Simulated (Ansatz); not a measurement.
# Is the response still linear at 0.5 V/Å? 2H-MoS2 under Sc2COF MXene, AA'

The dipole of a slab grows in proportion to a weak field along its normal. Does the weak-field slope carry to a strong field?

**Method.** Ansatz 0.2.0, plane waves with PAW datasets (its set soft_2), r2SCAN-D4; atoms held at their relaxed places, 18 Å of vacuum, dipole correction, cell area 8.94 Å², spin-polarised, 18×18 k-points, smearing 0.05 eV. Without field the slab has no gap over 0.05 eV.

```tsv
run	field (V/Å)	dipole (e·Å)
run 1	−0.10	−0.12615
run 2	0.00	−0.07553
run 3	0.10	−0.02483
run 4	0.50	?
```

Q: Estimate the withheld value from the rows shown.

A least-squares line through the 3 rows shown has slope 0.506600 and intercept −0.075503; no row lies more than 0.00003 e·Å off it. A perfect conductor with that slope would be 180.95 × 0.50660 / 8.94 = 10.25 Å thick. At 0.50 it gives 0.506600 × 0.50 + (−0.075503) = 0.17780 e·Å, beyond the rows fitted. Rounding and scatter of the rows alone allow about ±0.00013 e·Å there.

The run itself gives 0.19623 e·Å: a miss of +0.01843 e·Å. That is 7.3 % of the induced dipole, a departure from the straight line.

Caveats: Ions are held, so this is the electronic response. Of the series that stay linear within 1 %, this collection keeps about one in seven, and it keeps all that bend. With a small gap or none the response hangs on mesh and smearing, which were not varied here.

[Logs are printed without paths, hosts, clocks, repeated set-up lines and the standing remarks that a program may print on its own settings, such as how far it seeks lower states.]
